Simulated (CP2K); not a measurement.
Two runs for the C K edge of formylcyclopropane. Run A: CP2K XAS_TDP, all-electron GAPW, PBEh(45%), aug-cc-pVDZ, TDA, no relativity. Run B differs in one setting.

First lines with a strength over 0.0015. A:

| atom | energy (eV) | states | strength, one atom |
| --- | --- | --- | --- |
| C2 (bonded to C, O and H) | 281.64 | 1 | 0.0679 |
|  | 286.43 | 1 | 0.0149 |
|  | 287.50 | 1 | 0.0015 |
|  | 287.64 | 1 | 0.0028 |
|  | 288.68 | 1 | 0.0016 |
| C3 (bonded to 3 C and H) | 284.30 | 1 | 0.0141 |
|  | 285.40 | 1 | 0.0039 |
|  | 285.58 | 1 | 0.0078 |
|  | 285.94 | 1 | 0.0373 |
|  | 286.59 | 1 | 0.0094 |
| C4 (bonded to 2 C and 2 H), 2 alike | 283.08 | 1 | 0.0232 |
|  | 284.37 | 1 | 0.0096 |
|  | 284.96 | 1 | 0.0083 |
|  | 285.27 | 1 | 0.0032 |
|  | 285.56 | 1 | 0.0071 |

B:

```csv
atom,energy (eV),states,"strength, one atom"
"C2 (bonded to C, O and H)",288.43,1,0.0663
,293.22,1,0.0146
,294.29,1,0.0015
,294.43,1,0.0027
,295.47,1,0.0015
C3 (bonded to 3 C and H),289.98,1,0.0139
,291.08,1,0.0038
,291.26,1,0.0077
,291.62,1,0.0365
,292.27,1,0.0092
"C4 (bonded to 2 C and 2 H), 2 alike",288.99,1,0.0227
,290.28,1,0.0094
,290.87,1,0.0081
,291.18,1,0.0032
,291.46,1,0.0070
```

Question: Which was it: scalar relativity switched on, the functional, GW2X switched on, the basis?

GW2X switched on. GW2X shifts an atom's lines together and keeps their spacings. Against PBEh(45%) in aug-cc-pVDZ, the leading lines move by +6.79 eV (C2, to 288.43), +5.68 eV (C3, to 289.98) and +5.91 eV (C4, to 288.99).

[Banner, clock and machine lines of the logs are left out without a mark of their own.]

[Logs are printed without paths, hosts, clocks, repeated set-up lines and the standing remarks that a program may print on its own settings, such as how far it seeks lower states.]

[Hosts, paths, dates, database ids (printed as entryN), source tags and the programs' standing remarks are cut or masked in the printed files.]
